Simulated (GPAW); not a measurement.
# O K ELNES/XANES of BaPbO3 (C2/m) from DFT, part 2 of 3

What does one-electron theory with a core hole give for the O K edge of BaPbO3 (C2/m)?

GPAW 26.7.0; X-ray absorption from dipole matrix elements to empty bands, plane-wave PAW LDA.

So far. Step 2 (The field without a hole): The mesh shows a gap of only 0.17 eV, so the system is treated as a metal and the core electron is put at the Fermi level (neutral cell).

## 4. Spectrum with XCH, O atom 5

The holes are 6.0 Å apart. In GPAW the data set carries the hole's charge, so charge=0 means a charged cell and charge=-1 a neutral one. The excited electron is kept in the cell, where it fills the lowest empty states and screens the hole. After the field has converged, empty bands are computed with the density fixed and the dipole matrix elements are summed.

The absorber has 2 Pb at 2.15 Å (bent, 164°, site symmetry 2).

The input, xas.py:

```python
import numpy as np
from ase import Atoms
from ase.parallel import parprint, paropen
from gpaw import GPAW, PW, FermiDirac, Mixer, MixerDif, setup_paths
from gpaw.test import gen
setup_paths.insert(0, '.')
gen('O', name='fch1s', xcname='LDA', corehole=(1, 0, 1), write_xml=True)
from gpaw.mpi import world
world.barrier()

atoms = Atoms('Pb2Ba2O6',
    cell=[[-4.22460236, 0, 4.27720401],
     [4.26554917, -4.2404, 0],
     [4.26554917, 4.2404, 0]],
    scaled_positions=[[0.5, 0.5, 0],
     [0.5, 0, 0.5],
     [0.0042, 0.2532, 0.2532],
     [0.9958, 0.7468, 0.7468],
     [0.5, 0.715, 0.285],
     [0.5, 0.285, 0.715],
     [0.4476, 0.1926, 0.1926],
     [0.5524, 0.8074, 0.8074],
     [0, 0.2765, 0.7235],
     [0, 0.7235, 0.2765]],
    pbc=True)
atoms.calc = calc = GPAW(legacy_gpaw=True, mode=PW(500), xc='LDA', setups={4: 'fch1s'},
    kpts={'size': (4, 4, 4), 'gamma': True}, occupations=FermiDirac(0.1),
    charge=-1, mixer=Mixer(0.1, 5, 50), maxiter=150,
    convergence={'density': 0.0001}, txt='scf.txt')
energy = atoms.get_potential_energy() + calc.get_reference_energy()
ef = calc.get_fermi_level()
out = dict(energy=energy, fermi=ef, forces=atoms.get_forces().tolist())
parprint(f'all-electron energy {energy:.4f} eV, Fermi level {ef:.4f} eV')
ev = np.array([[calc.get_eigenvalues(k, s) for k in range(len(calc.get_ibz_k_points()))] for s in range(calc.get_number_of_spins())])
out['homo'], out['lumo'], out['counts'] = ev[ev < ef].max(), ev[ev > ef].min(), sorted(set((ev < ef).sum((0, 2)).tolist()))
out['filled'] = (ev[:, 0] < ef).sum(1).tolist()

from ase.units import Ha
from gpaw.xas import dipole_matrix_elements
nb = int(calc.get_number_of_electrons() / 2) + 95
top, nb = nb, nb + 8 + nb // 12
nscf = calc.fixed_density(kpts={'size': (5, 4, 4), 'gamma': True}, nbands=nb,
    convergence={'bands': top, 'eigenstates': 1e-5}, maxiter=60, txt='nscf.txt')
cell = atoms.cell.array
ops = [cell.T @ U.T @ np.linalg.inv(cell.T) for U in nscf.wfs.kd.symmetry.op_scc]
E = np.arange(-6, 34, 0.1)
fwhm = np.interp(E, [4, 25], [0.9, 3.5])
Y, X, zero, highest = 0, 0, 1e9, 1e9
for spin in range(nscf.get_number_of_spins()):
    wfs = nscf.wfs
    A = dipole_matrix_elements(wfs.setups[4])
    eps = np.zeros((wfs.kd.nibzkpts, nb))
    d = np.zeros((3, A.shape[1], wfs.kd.nibzkpts, nb), complex)
    for kpt in wfs.kpt_u:
        if kpt.s == spin and 4 in kpt.P_ani:
            eps[kpt.k] = kpt.eps_n * Ha
            d[:, :, kpt.k] = (kpt.weight * wfs.nspins / 2) ** 0.5 * np.inner(A, kpt.P_ani[4])
    world.sum(eps)
    world.sum(d)
    T = np.einsum('amkn,bmkn->abkn', d, d.conj()).real
    T = sum(np.einsum('ai,ijkn,bj->abkn', R, T, R) for R in ops) / len(ops)
    empty = eps > ef
    zero, highest = min(zero, eps[empty].min()), min(highest, eps[:, top - 1].min())
    lines = [(eps, T, empty)] if spin == 0 else lines + [(eps, T, empty)]
for eps, T, empty in lines:
    f = np.einsum('aakn->akn', T).reshape(3, -1)
    x = eps.ravel() - zero
    w = np.interp(x, E, fwhm) / 2.35482
    g = np.exp(-0.5 * ((E[:, None] - x) / w) ** 2) / (w * (2 * np.pi) ** 0.5)
    Y = Y + (f * empty.ravel()) @ g.T
    X = X + (f * ~empty.ravel()) @ g.T
out.update(E=E.round(2).tolist(), xas=Y.tolist(), xes=X.tolist(), zero=zero, valid=highest - zero, nk=len(eps), nb=nb)
for i in range(0, len(E), 10):
    parprint(f'{E[i]:7.2f}', *(f'{v:10.3e}' for v in Y[:, i]))
import json
with paropen('out.json', 'w') as f:
    json.dump(out, f)
```

On the command line:

```bash
OMP_NUM_THREADS=1 mpirun -n 4 gpaw python xas.py
```

Numbers of over 12 decimals in the logs are rounded to 6 here.

Output:

```text
Input parameters:
  charge: -1
  convergence: {density: 0.0001}
  kpts: {gamma: True,
         size: (4, 4, 4)}
  maxiter: 150
  mixer: {backend: pulay,
          beta: 0.1,
          method: separate,
          nmaxold: 5,
          weight: 50}
  mode: {ecut: 500.0,
         name: pw}
  occupations: {fixmagmom: False,
                name: fermi-dirac,
                width: 0.1}
  setups: {4: fch1s}

Initialize ...

[... PAW data sets ...]

Reference energy: -1587774.196051  # eV

Spin-paired calculation

[... convergence settings ...]
Symmetries present (total): 2
  [... symmetry matrices ...]

64 k-points: 4 x 4 x 4 Monkhorst-Pack grid + [1/8,1/8,1/8]
24 k-points in the irreducible part of the Brillouin zone
       k-points in crystal coordinates                weights
   0:     0.00000000    0.00000000    0.00000000          1/64
   1:     0.00000000    0.25000000   -0.25000000          2/64
   2:     0.00000000    0.25000000    0.00000000          4/64
   3:     0.00000000    0.25000000    0.25000000          2/64
   4:     0.00000000    0.50000000    0.00000000          2/64
   5:     0.00000000    0.50000000    0.25000000          4/64
   6:     0.00000000    0.50000000    0.50000000          1/64
   7:     0.25000000   -0.25000000   -0.25000000          2/64
   8:     0.25000000    0.00000000   -0.25000000          4/64
   9:     0.25000000    0.00000000    0.00000000          2/64
          ...
  23:     0.50000000    0.50000000    0.50000000          1/64

Wave functions: Plane wave expansion
  Cutoff energy: 500.000 eV
  Number of coefficients (min, max): 3867, 3941
  Pulay-stress correction: 0.000000 eV/Ang^3 (de/decut=0.000000)
  Using FFTW library
  Wavefunction extrapolation:
    Improved wavefunction reuse through dual PAW basis

Occupation numbers: Fermi-Dirac:
  width: 0.1000  # eV

Eigensolver
   Davidson(niter=2)

Densities:
  Coarse grid: 32*32*32 grid
  Fine grid: 64*64*64 grid
  Total Charge: 0.000000

Density mixing:
  Method: separate
  Backend: pulay
  Linear mixing parameter: 0.1
  old densities: 5
  Width of damping distribution: 1.1
  Damping of long wavelength oscillations: 50

[... Hamiltonian set-up ...]
Number of atoms: 10
Number of atomic orbitals: 52
Number of bands in calculation: 52
Number of valence electrons: 85
Bands to converge: occupied

... initialized

Initializing position-dependent things.

Density initialized from atomic densities
Creating initial wave functions:
  52 bands from LCAO basis set

               Ba
          Pb    O
                     O
        O
        Pb   O       O
              Ba
                   O

Atomic positions and initial magnetic moments

Positions:
   0 Pb     0.020473   -2.120200    2.138602    ( 0.0000,  0.0000,  0.0000)
   1 Pb     0.020473    2.120200    2.138602    ( 0.0000,  0.0000,  0.0000)
   2 Ba     2.142331   -0.000000    0.017964    ( 0.0000,  0.0000,  0.0000)
   3 Ba     2.164165   -0.000000    4.259240    ( 0.0000,  0.0000,  0.0000)
   4 O      2.153248   -1.823372    2.138602    ( 0.0000,  0.0000,  0.0000)
   5 O      2.153248    1.823372    2.138602    ( 0.0000,  0.0000,  0.0000)
   6 O     -0.247842    0.000000    1.914477    ( 0.0000,  0.0000,  0.0000)
   7 O      4.554338   -0.000000    2.362727    ( 0.0000,  0.0000,  0.0000)
   8 O      4.265549    1.895459    0.000000    ( 0.0000,  0.0000,  0.0000)
   9 O      4.265549   -1.895459    0.000000    ( 0.0000,  0.0000,  0.0000)

Unit cell:
           periodic     x           y           z      points  spacing
  1. axis:    yes   -4.224602    0.000000    4.277204    32     0.1337
  2. axis:    yes    4.265549   -4.240400    0.000000    32     0.1542
  3. axis:    yes    4.265549    4.240400    0.000000    32     0.1542

  Lengths:   6.011800   6.014641   6.014641
  Angles:   89.661193 119.891816 119.891816

Effective grid spacing dv^(1/3) = 0.1678

iter:   1   -93.177448
iter:   2   -88.707091   -0.39  -0.99
iter:   3   -83.048967   -0.37  -1.09
iter:   4   -82.892841   -0.98  -1.38
iter:   5   -82.856093   -1.67  -1.50
iter:   6   -82.652223   -1.56  -1.80
iter:   7   -82.678960   -1.77  -2.20
iter:   8   -82.612882   -2.81  -2.12
iter:   9   -82.602852   -3.25  -2.39
iter:  10   -82.600468c  -3.62  -2.85
iter:  11   -82.600250c  -4.66  -3.11
iter:  12   -82.600099c  -4.84  -3.17
iter:  13   -82.600089c  -5.63  -3.44
iter:  14   -82.600085c  -5.81  -3.45
iter:  15   -82.600090c  -6.00  -3.58
iter:  16   -82.600099c  -5.72  -3.64
iter:  17   -82.600094c  -6.87  -3.94
iter:  18   -82.600095c  -6.54  -4.03c
iter:  19   -82.600094c  -7.51c -4.20c

Converged after 19 iterations.

Dipole moment: (-0.000000, -0.570596, 0.000000) |e|*Ang

Energy contributions relative to reference atoms: (reference = -1587774.196051)

Kinetic:       +119.248745
Potential:     -109.248998
External:        +0.000000
XC:             -91.905010
Entropy (-ST):   -0.032985
Local:           -0.678338
SIC:             +0.000000
--------------------------
Free energy:    -82.616586
Extrapolated:   -82.600094

Showing only first 2 kpts
 Kpt  Band  Eigenvalues  Occupancy
  0    40      6.60251    2.00000
  0    41      6.74479    2.00000
  0    42      6.85889    2.00000
  0    43     10.85950    0.00000

  1    40      6.43624    2.00000
  1    41      6.55817    2.00000
  1    42      7.82660    1.99979
[...]
Fermi level: 8.74041

No gap
No difference between direct/indirect transitions

Forces in eV/Ang:
  0 Pb   -2.72984   -0.34444   -0.00158
  1 Pb    2.72984   -0.34444    0.00158
  2 Ba    0.02415    0.08381   -0.12615
  3 Ba   -0.02415    0.08381    0.12615
  4 O     0.00000    0.47738    0.00000
  5 O     0.00000   -0.28543    0.00000
  6 O    -0.16463    0.11161   -0.03913
  7 O     0.16463    0.11161    0.03913
  8 O     0.00000   -0.05751    0.00000
  9 O     0.00000    0.16640    0.00000
Scalar-relativistic atomic LDA calculation for O (Oxygen, Z=8)
Core hole in 1s state (1s occupation: 1.0)
300 radial gridpoints.
|------------------------------------------------|
|------------------------------------------------|
[... the atom generator's iteration count ...]

Energy contributions:
-------------------------
Kinetic:      +54.046737
XC:            -5.876031
Potential:   -102.458324
-------------------------
Total:        -54.287618

state      eigenvalue         ekin         rmax
-----------------------------------------------
1s^1.0 :   -21.731873    30.611423        0.127
2s^2.0 :    -1.594915     4.066245        0.801
2p^4.0 :    -1.067100     3.825706        0.682
-----------------------------------------------
(units: Bohr and Hartree)

Generating PAW setup
Kinetic energy of the core from tauc = 30.636371
Cutoffs:
rc(s)=1.300
rc(p)=1.130
rc(d)=1.170
rc(vbar)=1.300
rc(comp)=1.260
rc(nct)=1.300

Kinetic energy of the core states: 30.611423
Charge: 1.0
Core electrons: 1.0
Valence electrons: 6.0
Pseudo-core charge: 0.000198
Shape function alpha=6.299
Pseudo-electron charge 5.280306
state    eigenvalue         norm
--------------------------------
2s(2) :    -1.594915     1.065643
*s    :    -0.594915
2p(4) :    -1.067100     0.787205
*p    :    -0.067100
*d    :     0.000000
--------------------------------

Diagonalizing with gridspacing h=0.050

state   all-electron     PAW
-------------------------------
2s:      -1.594915    -1.596334
2p:      -1.067100    -1.073375
*d:                   -0.060686
*f:                   -0.013559
-------------------------------
all-electron energy -1587856.7961 eV, Fermi level 8.7404 eV
[...]
31.00  9.202e-05  4.512e-05  3.997e-05
  32.00  7.456e-05  4.638e-05  4.185e-05
  33.00  5.931e-05  4.990e-05  4.830e-05
```

The job ended after 1.7 min (4 MPI ranks of Arm Neoverse V2, shared host; peak memory 0.41 GiB; 6.8 min of CPU time).

The O K spectrum, O atom 5, excited-electron core hole (neutral cell) (energy from the lowest empty level; intensity scaled to a mean of 1 over the first 20 eV; polarised curves are means over the symmetry-equivalent atoms):

| E (eV) | isotropic | ε ∥ x | ε ∥ y | ε ∥ z |
| --- | --- | --- | --- | --- |
| -2.0 | 0.00 | 0.00 | 0.00 | 0.00 |
| -1.5 | 0.00 | 0.00 | 0.00 | 0.00 |
| -1.0 | 0.01 | 0.04 | 0.00 | 0.00 |
| -0.5 | 0.18 | 0.53 | 0.01 | 0.01 |
| 0.0 | 0.61 | 1.73 | 0.06 | 0.05 |
| 0.5 | 0.73 | 2.02 | 0.10 | 0.06 |
| 1.0 | 0.88 | 2.44 | 0.13 | 0.07 |
| 1.5 | 1.03 | 2.89 | 0.13 | 0.07 |
| 2.0 | 0.69 | 1.93 | 0.09 | 0.06 |
| 2.5 | 0.52 | 1.16 | 0.14 | 0.25 |
| 3.0 | 0.66 | 0.55 | 0.42 | 1.01 |
| 3.5 | 1.42 | 0.69 | 1.48 | 2.08 |
| 4.0 | 2.26 | 1.41 | 2.88 | 2.49 |
| 4.5 | 2.38 | 1.42 | 3.26 | 2.47 |
| 5.0 | 2.01 | 1.16 | 2.69 | 2.19 |
| 5.5 | 1.53 | 1.41 | 1.57 | 1.61 |
| 6.0 | 1.34 | 1.93 | 0.94 | 1.15 |
| 6.5 | 1.30 | 2.14 | 0.79 | 0.96 |
| 7.0 | 1.36 | 2.22 | 0.85 | 1.00 |
| 7.5 | 1.46 | 2.26 | 0.98 | 1.12 |
| 8.0 | 1.45 | 2.10 | 1.06 | 1.20 |
| 8.5 | 1.36 | 1.86 | 1.03 | 1.18 |
| 9.0 | 1.27 | 1.67 | 1.04 | 1.09 |
| 9.5 | 1.13 | 1.39 | 1.07 | 0.94 |
| 10.0 | 0.95 | 0.94 | 1.07 | 0.85 |
| 10.5 | 0.84 | 0.50 | 1.10 | 0.92 |
| 11.0 | 0.87 | 0.27 | 1.22 | 1.11 |
| 11.5 | 0.93 | 0.23 | 1.31 | 1.27 |
| 12.0 | 0.92 | 0.25 | 1.24 | 1.28 |
| 12.5 | 0.82 | 0.29 | 1.02 | 1.13 |
| 13.0 | 0.68 | 0.32 | 0.80 | 0.94 |
| 13.5 | 0.61 | 0.34 | 0.66 | 0.83 |
| 14.0 | 0.60 | 0.35 | 0.63 | 0.84 |
| 14.5 | 0.65 | 0.35 | 0.68 | 0.92 |
| 15.0 | 0.70 | 0.34 | 0.76 | 1.01 |
| 15.5 | 0.73 | 0.33 | 0.83 | 1.03 |
| 16.0 | 0.72 | 0.32 | 0.87 | 0.98 |
| 16.5 | 0.69 | 0.32 | 0.88 | 0.89 |
| 17.0 | 0.66 | 0.32 | 0.86 | 0.79 |
| 17.5 | 0.63 | 0.33 | 0.84 | 0.72 |
| 18.0 | 0.61 | 0.35 | 0.81 | 0.67 |
| 18.5 | 0.61 | 0.39 | 0.79 | 0.64 |
| 19.0 | 0.62 | 0.43 | 0.80 | 0.63 |
| 19.5 | 0.65 | 0.48 | 0.82 | 0.64 |
| 20.0 | 0.68 | 0.53 | 0.85 | 0.68 |
| 20.5 | 0.73 | 0.58 | 0.88 | 0.73 |
| 21.0 | 0.77 | 0.63 | 0.90 | 0.78 |
| 21.5 | 0.81 | 0.68 | 0.92 | 0.84 |
| 22.0 | 0.85 | 0.75 | 0.93 | 0.89 |
| 22.5 | 0.89 | 0.81 | 0.93 | 0.94 |
| 23.0 | 0.93 | 0.88 | 0.94 | 0.98 |
| 23.5 | 0.97 | 0.95 | 0.95 | 1.00 |
| 24.0 | 1.00 | 1.03 | 0.96 | 1.03 |
| 24.5 | 1.04 | 1.10 | 0.97 | 1.05 |
| 25.0 | 1.09 | 1.19 | 0.99 | 1.08 |
| 25.5 | 1.14 | 1.30 | 1.02 | 1.10 |
| 26.0 | 1.21 | 1.43 | 1.06 | 1.13 |
| 26.5 | 1.27 | 1.58 | 1.09 | 1.15 |
| 27.0 | 1.32 | 1.72 | 1.09 | 1.15 |
| 27.5 | 1.35 | 1.85 | 1.07 | 1.12 |
| 28.0 | 1.34 | 1.94 | 1.03 | 1.06 |
| 28.5 | 1.31 | 1.99 | 0.97 | 0.97 |
| 29.0 | 1.26 | 1.99 | 0.91 | 0.89 |
| 29.5 | 1.21 | 1.95 | 0.86 | 0.81 |
| 30.0 | 1.14 | 1.86 | 0.82 | 0.75 |
| 30.5 | 1.08 | 1.74 | 0.79 | 0.71 |
| 31.0 | 1.02 | 1.60 | 0.78 | 0.69 |
| 31.5 | 0.98 | 1.44 | 0.79 | 0.70 |
| 32.0 | 0.94 | 1.29 | 0.80 | 0.73 |

Main maxima below 24 eV (height): 1.4 eV (1.04), 4.3 eV (2.42), 7.7 eV (1.47), 11.7 eV (0.94) and 15.6 eV (0.73). A K edge sees empty p states on the absorber.

The total-energy difference is 532.77 eV. One term is added: -8.83 eV, since the hole is spin-paired here and a spin-polarised one costs that much less in the free atom (computed apart). The photon energy is then 523.94 eV. The functional leaves an error in such absolute values: in the free atom LDA prices this hole 4.1 eV below PBE (computed apart), and PBE is itself good to a few eV.

## 5. Spectrum with XCH, O atom 7

The holes are 6.0 Å apart. The excited electron is kept in the cell, where it fills the lowest empty states and screens the hole. After the field has converged, empty bands are computed with the density fixed and the dipole matrix elements are summed.

The absorber has 2 Pb at 2.15 Å (bent, 161°, site symmetry m).

Edit xas.py of step 4 so:

```diff
@@ -25,3 +25,3 @@
     pbc=True)
-atoms.calc = calc = GPAW(legacy_gpaw=True, mode=PW(500), xc='LDA', setups={4: 'fch1s'},
+atoms.calc = calc = GPAW(legacy_gpaw=True, mode=PW(500), xc='LDA', setups={6: 'fch1s'},
     kpts={'size': (4, 4, 4), 'gamma': True}, occupations=FermiDirac(0.1),
@@ -50,3 +50,3 @@
     wfs = nscf.wfs
-    A = dipole_matrix_elements(wfs.setups[4])
+    A = dipole_matrix_elements(wfs.setups[6])
     eps = np.zeros((wfs.kd.nibzkpts, nb))
@@ -54,5 +54,5 @@
     for kpt in wfs.kpt_u:
-        if kpt.s == spin and 4 in kpt.P_ani:
+        if kpt.s == spin and 6 in kpt.P_ani:
             eps[kpt.k] = kpt.eps_n * Ha
-            d[:, :, kpt.k] = (kpt.weight * wfs.nspins / 2) ** 0.5 * np.inner(A, kpt.P_ani[4])
+            d[:, :, kpt.k] = (kpt.weight * wfs.nspins / 2) ** 0.5 * np.inner(A, kpt.P_ani[6])
     world.sum(eps)
```

Output:

```text
Input parameters:
  charge: -1
  convergence: {density: 0.0001}
  kpts: {gamma: True,
         size: (4, 4, 4)}
  maxiter: 150
  mixer: {backend: pulay,
          beta: 0.1,
          method: separate,
          nmaxold: 5,
          weight: 50}
  mode: {ecut: 500.0,
         name: pw}
  occupations: {fixmagmom: False,
                name: fermi-dirac,
                width: 0.1}
  setups: {6: fch1s}

Initialize ...

[...]
*p    :    -0.067100
*d    :     0.000000
--------------------------------

Diagonalizing with gridspacing h=0.050

state   all-electron     PAW
-------------------------------
2s:      -1.594915    -1.596334
2p:      -1.067100    -1.073375
*d:                   -0.060686
*f:                   -0.013559
-------------------------------
all-electron energy -1587856.8176 eV, Fermi level 8.7044 eV
[...]
32.00  4.864e-05  7.274e-05  4.702e-05
  33.00  5.326e-05  5.801e-05  5.252e-05
[key lines of the parts left out:]
Converged after 19 iterations.
Dipole moment: (-0.472721, 0.000000, -0.069521) |e|*Ang
Free energy:    -82.637492
Fermi level: 8.70437
```

It took 1.7 min on 4 MPI ranks; peak memory 0.41 GiB; 6.9 min of CPU time.

The O K spectrum, O atom 7, excited-electron core hole (neutral cell) (energy from the lowest empty level; intensity scaled to a mean of 1 over the first 20 eV; polarised curves are means over the symmetry-equivalent atoms):

| E (eV) | isotropic | ε ∥ x | ε ∥ y | ε ∥ z |
| --- | --- | --- | --- | --- |
| -2.0 | 0.00 | 0.00 | 0.00 | 0.00 |
| -1.5 | 0.00 | 0.00 | 0.00 | 0.00 |
| -1.0 | 0.00 | 0.00 | 0.01 | 0.00 |
| -0.5 | 0.07 | 0.02 | 0.16 | 0.02 |
| 0.0 | 0.38 | 0.07 | 0.99 | 0.07 |
| 0.5 | 0.81 | 0.11 | 2.23 | 0.11 |
| 1.0 | 0.96 | 0.10 | 2.67 | 0.10 |
| 1.5 | 0.88 | 0.08 | 2.49 | 0.08 |
| 2.0 | 0.71 | 0.07 | 1.98 | 0.08 |
| 2.5 | 0.45 | 0.14 | 1.02 | 0.18 |
| 3.0 | 0.62 | 0.58 | 0.48 | 0.80 |
| 3.5 | 1.54 | 1.79 | 0.86 | 1.99 |
| 4.0 | 2.36 | 2.88 | 1.41 | 2.81 |
| 4.5 | 2.46 | 3.15 | 1.28 | 2.95 |
| 5.0 | 1.93 | 2.43 | 1.18 | 2.17 |
| 5.5 | 1.45 | 1.41 | 1.57 | 1.36 |
| 6.0 | 1.32 | 0.95 | 2.00 | 1.01 |
| 6.5 | 1.28 | 0.85 | 2.08 | 0.92 |
| 7.0 | 1.36 | 0.91 | 2.21 | 0.97 |
| 7.5 | 1.48 | 1.05 | 2.31 | 1.08 |
| 8.0 | 1.43 | 1.09 | 2.08 | 1.13 |
| 8.5 | 1.32 | 1.06 | 1.80 | 1.12 |
| 9.0 | 1.27 | 1.07 | 1.64 | 1.11 |
| 9.5 | 1.17 | 1.09 | 1.36 | 1.06 |
| 10.0 | 0.98 | 1.08 | 0.85 | 1.01 |
| 10.5 | 0.87 | 1.14 | 0.42 | 1.07 |
| 11.0 | 0.90 | 1.27 | 0.24 | 1.21 |
| 11.5 | 0.94 | 1.33 | 0.23 | 1.28 |
| 12.0 | 0.89 | 1.20 | 0.27 | 1.19 |
| 12.5 | 0.75 | 0.95 | 0.31 | 0.98 |
| 13.0 | 0.60 | 0.72 | 0.32 | 0.76 |
| 13.5 | 0.52 | 0.60 | 0.33 | 0.64 |
| 14.0 | 0.53 | 0.60 | 0.34 | 0.65 |
| 14.5 | 0.59 | 0.68 | 0.34 | 0.76 |
| 15.0 | 0.68 | 0.80 | 0.34 | 0.89 |
| 15.5 | 0.74 | 0.89 | 0.33 | 0.98 |
| 16.0 | 0.75 | 0.94 | 0.33 | 0.99 |
| 16.5 | 0.74 | 0.94 | 0.33 | 0.95 |
| 17.0 | 0.70 | 0.90 | 0.33 | 0.87 |
| 17.5 | 0.67 | 0.85 | 0.36 | 0.80 |
| 18.0 | 0.65 | 0.80 | 0.39 | 0.76 |
| 18.5 | 0.65 | 0.78 | 0.42 | 0.74 |
| 19.0 | 0.66 | 0.78 | 0.46 | 0.75 |
| 19.5 | 0.69 | 0.81 | 0.50 | 0.77 |
| 20.0 | 0.73 | 0.85 | 0.54 | 0.81 |
| 20.5 | 0.78 | 0.90 | 0.58 | 0.85 |
| 21.0 | 0.81 | 0.93 | 0.62 | 0.89 |
| 21.5 | 0.84 | 0.95 | 0.66 | 0.92 |
| 22.0 | 0.87 | 0.95 | 0.72 | 0.93 |
| 22.5 | 0.88 | 0.93 | 0.78 | 0.93 |
| 23.0 | 0.90 | 0.91 | 0.86 | 0.93 |
| 23.5 | 0.91 | 0.89 | 0.94 | 0.91 |
| 24.0 | 0.94 | 0.88 | 1.03 | 0.91 |
| 24.5 | 0.98 | 0.88 | 1.13 | 0.91 |
| 25.0 | 1.03 | 0.91 | 1.24 | 0.94 |
| 25.5 | 1.10 | 0.96 | 1.36 | 0.98 |
| 26.0 | 1.18 | 1.01 | 1.50 | 1.02 |
| 26.5 | 1.25 | 1.05 | 1.65 | 1.06 |
| 27.0 | 1.32 | 1.08 | 1.79 | 1.08 |
| 27.5 | 1.35 | 1.07 | 1.91 | 1.08 |
| 28.0 | 1.35 | 1.04 | 1.98 | 1.05 |
| 28.5 | 1.33 | 0.99 | 2.00 | 0.99 |
| 29.0 | 1.28 | 0.93 | 1.97 | 0.93 |
| 29.5 | 1.21 | 0.87 | 1.90 | 0.87 |
| 30.0 | 1.15 | 0.83 | 1.79 | 0.82 |
| 30.5 | 1.09 | 0.80 | 1.67 | 0.79 |
| 31.0 | 1.04 | 0.80 | 1.54 | 0.78 |
| 31.5 | 1.00 | 0.82 | 1.40 | 0.79 |
| 32.0 | 0.97 | 0.84 | 1.26 | 0.82 |

Main maxima below 24 eV (height): 1.0 eV (0.96), 4.3 eV (2.51), 7.6 eV (1.48), 11.5 eV (0.94) and 16.0 eV (0.75). 

The total-energy difference is 532.75 eV. With the free-atom term of -8.83 eV for this edge, the photon energy is 523.92 eV.

(Part 2 of 3 ends here.)

[Banner, clock and machine lines of the logs are left out without a mark of their own.]

[Logs are printed without paths, hosts, clocks, repeated set-up lines and the standing remarks that a program may print on its own settings, such as how far it seeks lower states.]

[Hosts, paths, dates, database ids (printed as entryN), source tags and the programs' standing remarks are cut or masked in the printed files.]

[Lists of maxima count a maximum above −3 eV only where it reaches 4 % of the highest in the window and stands out from its surroundings by 2 % of it (1.5 % where it reaches 55 %); shoulders and weaker maxima are passed over, and of the rest the first, up to two pre-edge ones and the few strongest are named.]
